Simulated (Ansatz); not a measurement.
# NiSi2 (Fm-3m): the Drude term of Re ε in the infrared

Re ε of NiSi2 (Fm-3m) at low photon energies is read from one computed spectrum; the carriers' damping was typed as γ = 0.1 eV.

Symmetry: Fm-3m, No. 225, cubic system. The conventional cell has a = 5.406 Å, b = 5.406 Å, c = 5.406 Å, α = 90.00°, β = 90.00°, γ = 90.00°. Ni on site a has 8 Si at 2.34 Å as nearest neighbours. Si on site c has 4 Ni at 2.34 Å as nearest neighbours.

Method: Ansatz 0.2.0, PBE, independent particles, k-mesh 12×12×12 with interpolation inside its cells, Gaussian parameter 0.15 eV.

Launch of the response step: `ansatz run input.yaml --threads 4 --pin off --max-ram 8192MiB --backend cpu --events-out ev --progress --plain --runs-dir out`. The run took 14 s, on 4 threads of Intel(R) Xeon(R) Platinum 8375C CPU @ 2.90GHz (Ice Lake) (shared host).

| photon energy E (eV) | wavelength (µm) | Re ε |
| --- | --- | --- |
| 0.25 | 4.96 | -371.8 |
| 0.30 | 4.13 | ? |
| 0.35 | 3.54 | -190.2 |
| 0.40 | 3.10 | -145.0 |
| 0.50 | 2.48 | -94.1 |
| 0.60 | 2.07 | -66.8 |
| 0.70 | 1.77 | -47.7 |

A Drude term over a constant background gives Re ε = ε_b − ωp²/(E² + γ²), linear in 1/(E² + γ²).

Working, on the rows shown:

| x = 1/(E² + γ²) (eV⁻²) | y = Re ε |
| --- | --- |
| 13.7931 | -371.8 |
| 7.54717 | -190.2 |
| 5.88235 | -145 |
| 3.84615 | -94.1 |
| 2.7027 | -66.8 |
| 2 | -47.7 |

Means: x̄ = 5.9619, ȳ = -152.6. Σ(x − x̄)(y − ȳ) = -2596, Σ(x − x̄)² = 94.64. Slope = -2596 / 94.64 = -27.43; intercept = ȳ − slope · x̄ = 10.921. The line misses the rows shown by at most 5.9.

Q: What does the fit predict for the withheld row, and how well does it do?

A: At x = 10 the line gives y = -263.36. The run gave -260.1, so the interpolation is off by 3.3, 1.0 % of the range in the table.

Refitted with all rows, the slope is -27.32 and the intercept 10.708. These give ωp = √(−slope) = 5.23 eV, against 5.56 eV from the program's Fermi-surface sum, and an intercept of 10.7. Taking the program's Drude term off the rows leaves 55 at the lowest energy and 14 at the highest, so the background isn't constant: interband transitions lie in or near the window, and neither fitted number can be trusted. The values come from a sum over the points of one k-mesh and carry its error, which is largest for Fermi-surface quantities.
